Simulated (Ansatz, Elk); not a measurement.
## How far do independent atoms describe Mg3ZnBr2N2?

Structure refinements treat a crystal as free atoms side by side. For a made-up structure of Mg3ZnBr2N2 (cell and positions from a PBE relaxation) the runs below show what the calculated density changes in F(hkl).

Method: DFT, PBE, all-electron APW+lo, Dirac cores, scalar-relativistic bands, static density, no spin, in Elk 11.2.3 (patched build).

This account leaves out most program logs.

The structure was built from a prototype and need not be the compound's stable phase.

## (1) Starting point

It takes space group Pm (No. 6, monoclinic). Conventional cell: a = 5.531 Å, b = 3.385 Å, c = 9.188 Å, α = 90.00°, β = 96.30°, γ = 90.00°. Br has 1 Zn at 2.51 Å and 2 Mg at 2.74 Å nearest. Nearest to Br lie 3 Mg at 2.58 to 2.76 Å. Zn has 3 N at 2.03 to 2.19 Å and 1 Br at 2.51 Å nearest. Nearest to Mg lie 3 N at 2.07 to 2.17 Å and 1 Br at 2.58 Å. Nearest to Mg lie 3 N at 2.16 to 2.17 Å and 1 Zn at 2.74 Å and 2 Br at 2.76 Å. Nearest to Mg lie 3 N at 2.16 to 2.22 Å and 2 Br at 2.74 Å and 1 Mg at 2.78 Å. Farther neighbours and most contacts between anions are not listed.

## (2) Ground state and structure factors

An all-electron density is needed, since X-rays see the cores too. Task 0 finds the density and task 195 Fourier-transforms it; tshift is off so that phases refer to the origin typed.

The input, elk.in:

```
tasks
  0
  195

xctype
  20

spinpol
  .false.

rgkmax
  7.0

gmaxvr
  14.0

lmaxo
  7

lmaxapw
  8

swidth
  0.002

tshift
  .false.

ramdisk
  .false.

hmaxvr
  5.5

maxscl
  120

epspot
  1e-06

sppath
  './'

avec
  10.44098486964 0.00000000000 0.50143096454
  0.00000000000 6.39759013391 -0.00000000000
  -2.73054294555 -0.00000000000 17.14714852391

atoms
  4
  'Br.in'
  2
  0.5379487523 0.5000000000 1.1779421867   0.000000 0.000000 0.000000
  -0.0435267540 -0.0000000000 0.8313987499   0.000000 0.000000 0.000000
  'Zn.in'
  1
  0.3364019307 0.5000000000 0.4093851656   0.000000 0.000000 0.000000
  'Mg.in'
  3
  0.1722840848 0.0000000000 0.5968530413   0.000000 0.000000 0.000000
  0.7196763329 0.5000000000 0.6252841033   0.000000 0.000000 0.000000
  0.7871007589 -0.0000000000 0.3762343599   0.000000 0.000000 0.000000
  'N.in'
  2
  1.0011251770 0.5000000000 0.4792833481   0.000000 0.000000 0.000000
  0.5152897173 0.0000000000 0.5279190451   0.000000 0.000000 0.000000

ngridk
  4 7 3
```

The run is started by

```sh
OMP_NUM_THREADS=4 elk
```

It took 1.9 min on 4 threads of AMD EPYC 9B45 (Zen 5), shared host; peak memory 0.32 GiB; 6.8 min of CPU time.

SFACRHO.OUT:

```text

h k l indices transformed by vhmat matrix:
   1.000000000       0.000000000       0.000000000    
   0.000000000       1.000000000       0.000000000    
   0.000000000       0.000000000       1.000000000    

      h      k      l  multipl.   |H|            Re(F)            Im(F)           |F|

      0      0      0      1   0.0000000       150.00000      0.31084681E-16   150.00000    
      0      0      1      1  0.36406550      -32.199049       9.7970305       33.656509    
      0      0     -1      1  0.36406550      -32.199049      -9.7970305       33.656509    
     -1      0      0      1  0.60473829      -9.3225411       4.6338077       10.410665    
      1      0      0      1  0.60473829      -9.3225411      -4.6338077       10.410665    
      1      0     -1      1  0.67077960       17.780803       41.191776       44.865570    
     -1      0      1      1  0.67077960       17.780803      -41.191776       44.865570    
      0      0      2      1  0.72813101      -8.8404672      -16.941977       19.109799    
      0      0     -2      1  0.72813101      -8.8404672       16.941977       19.109799    
     -1      0     -1      1  0.73929622      0.55361418       80.538390       80.540293    
      1      0      1      1  0.73929622      0.55361418      -80.538390       80.540293    
     -1      0      2      1  0.89401875      -12.385886      -60.946457       62.192289    
      1      0     -2      1  0.89401875      -12.385886       60.946457       62.192289    
      0     -1      0      2  0.98211751      -16.522906      0.51897237E-13   16.522906    
     -1      0     -2      1  0.99624133       10.407550       18.642296       21.350697    
      1      0      2      1  0.99624133       10.407550      -18.642296       21.350697    
      0     -1     -1      2   1.0474247       15.502881       60.793143       62.738708    
      0     -1      1      2   1.0474247       15.502881      -60.793143       62.738708
```

Elk indexes on the primitive cell of elk.in and gives |H| = 4π sin θ/λ in inverse bohr. Below, one row stands for each form hkl of the conventional cell (m members, Friedel mates merged), F is for one primitive cell and the density is static (no thermal factor). Free-atom factors are Waasmaier and Kirfel's, and R is Σm||F|−|F'||/Σm|F|.

| hkl | m | sin θ/λ (Å⁻¹) | abs F, DFT | neutral atoms | diff. | abs of complex diff. |
| --- | --- | --- | --- | --- | --- | --- |
| 001 | 2 | 0.055 | 33.656 | 33.368 | +0.289 | 0.308 |
| 100 | 2 | 0.091 | 10.411 | 10.400 | +0.011 | 0.209 |
| 1 0 -1 | 2 | 0.101 | 44.866 | 44.567 | +0.299 | 0.344 |
| 002 | 2 | 0.110 | 19.110 | 19.616 | -0.506 | 0.869 |
| 101 | 2 | 0.111 | 80.540 | 80.391 | +0.149 | 0.161 |
| 1 0 -2 | 2 | 0.134 | 62.192 | 61.699 | +0.494 | 0.536 |
| 010 | 2 | 0.148 | 16.523 | 16.660 | -0.137 | 0.137 |
| 102 | 2 | 0.150 | 21.351 | 20.976 | +0.374 | 0.441 |
| 011 | 4 | 0.158 | 62.739 | 62.311 | +0.428 | 0.472 |
| 003 | 2 | 0.164 | 50.786 | 49.707 | +1.079 | 1.176 |
| 110 | 4 | 0.173 | 68.107 | 68.881 | -0.774 | 0.784 |
| 1 0 -3 | 2 | 0.179 | 16.597 | 17.112 | -0.515 | 0.646 |
| 1 1 -1 | 4 | 0.179 | 6.356 | 5.834 | +0.522 | 1.041 |
| 200 | 2 | 0.182 | 31.589 | 30.857 | +0.732 | 0.983 |
| 012 | 4 | 0.184 | 30.976 | 31.088 | -0.112 | 0.116 |
| 2 0 -1 | 2 | 0.184 | 43.368 | 43.940 | -0.572 | 0.576 |
| 111 | 4 | 0.185 | 38.117 | 37.621 | +0.496 | 0.590 |
| 201 | 2 | 0.196 | 35.436 | 36.356 | -0.920 | 0.921 |
| 103 | 2 | 0.196 | 16.177 | 16.053 | +0.124 | 0.703 |
| 1 1 -2 | 4 | 0.200 | 21.487 | 22.301 | -0.814 | 0.825 |
| 2 0 -2 | 2 | 0.202 | 32.744 | 32.395 | +0.349 | 0.382 |
| 112 | 4 | 0.210 | 87.436 | 87.103 | +0.333 | 0.339 |

## (3) The highest occupied states alone

An energy window below the Fermi level keeps the highest occupied states, to see at which angles they scatter; shallow core shells can lie inside it and anion s states outside. No new self-consistency is needed.

elk.in, as its differences from that of step 2:

```diff
@@ -1,3 +1,2 @@
 tasks
-  0
   195
@@ -40,2 +39,5 @@
 
+wsfac
+  -0.264100 0.403390
+
 sppath
```

The run is started by

```sh
OMP_NUM_THREADS=4 elk
```

Elapsed: 11 s, on 4 threads; peak memory 0.22 GiB; 14 s of CPU time.

States within 10 eV below the Fermi level hold 34.00 electrons; any levels below the window count with the cores. Their amplitudes can exceed the total, where window and core parts have opposite phase:

| hkl | sin θ/λ (Å⁻¹) | abs F, window | abs F, all |
| --- | --- | --- | --- |
| 001 | 0.055 | 15.537 | 33.656 |
| 100 | 0.091 | 7.384 | 10.411 |
| 1 0 -1 | 0.101 | 8.657 | 44.866 |
| 002 | 0.110 | 10.564 | 19.110 |
| 101 | 0.111 | 14.599 | 80.540 |
| 1 0 -2 | 0.134 | 10.096 | 62.192 |
| 010 | 0.148 | 8.490 | 16.523 |
| 102 | 0.150 | 5.563 | 21.351 |
| 011 | 0.158 | 11.572 | 62.739 |
| 003 | 0.164 | 10.195 | 50.786 |

## (4) Another functional

The difference from free atoms is small, so it is set against the change that LDA (Perdew-Wang) makes.

elk.in, as its differences from that of step 3:

```diff
@@ -1,2 +1,3 @@
 tasks
+  0
   195
@@ -4,3 +5,3 @@
 xctype
-  20
+  3
 
@@ -39,5 +40,2 @@
 
-wsfac
-  -0.264100 0.403390
-
 sppath
```

The run is started by

```sh
OMP_NUM_THREADS=4 elk
```

Wall time 85 s (4 threads); peak memory 0.29 GiB; 5.2 min of CPU time.

Against the first run R = 0.07 %; the largest change is -0.071 at 3 1 -6.

## (5) A coarser k-mesh

About half the k-points along each axis test the sampling.

elk.in, as its differences from that of step 4:

```diff
@@ -5,3 +5,3 @@
 xctype
-  3
+  20
 
@@ -68,2 +68,2 @@
 ngridk
-  4 7 3
+  2 4 2
```

The run is started by

```sh
OMP_NUM_THREADS=4 elk
```

Wall time 41 s (4 threads); peak memory 0.32 GiB; 2 min of CPU time.

Against the first run R = 0.01 %; the largest change is -0.015 at 020.

## (6) Settings against the effect

| run | R against the first run (%) | R against neutral atoms, low angle (%) | wall time |
| --- | --- | --- | --- |
| PBE, rgkmax 7 | 0.00 | 0.70 | 1.9 min |
| LDA (Perdew-Wang) | 0.07 | 0.67 | 85 s |
| k-mesh 2×4×2 | 0.01 | 0.71 | 41 s |

## (7) Summary of results

* R against neutral atoms, sin θ/λ < 0.3 Å⁻¹: 0.70 %
* R against neutral atoms, 0.3 to 0.44 Å⁻¹: 0.31 %

**Reading.** Independent neutral atoms miss the calculated amplitudes by R = 0.70 % below 0.3 Å⁻¹ and 0.31 % from there to 0.44 Å⁻¹; by shells, 0.78 % below 0.15 Å⁻¹ (8 forms), 0.69 % 0.15 to 0.3 (43 forms), 0.31 % 0.3 to 0.45 (98 forms). Bonding, aspherical density and the tables' own atoms all enter these figures, and the runs don't part them. The largest change of an amplitude is +1.08 electrons, at 003. R counts amplitudes alone; phases shift too. Below 0.3 Å⁻¹ the changes that finished (LDA (Perdew-Wang) and k-mesh 2×4×2) move F by R = 0.05 % at most, against the 0.70 % that separates it from free atoms. The basis has no finished test. Part of the difference isn't bonding: the tables are fits to free atoms and ions calculated by other methods than this functional. Thermal motion, anomalous dispersion and extinction are left out.

[Logs are printed without paths, hosts, clocks, repeated set-up lines and the standing remarks that a program may print on its own settings, such as how far it seeks lower states.]

[Hosts, paths, dates, database ids (printed as entryN), source tags and the programs' standing remarks are cut or masked in the printed files.]
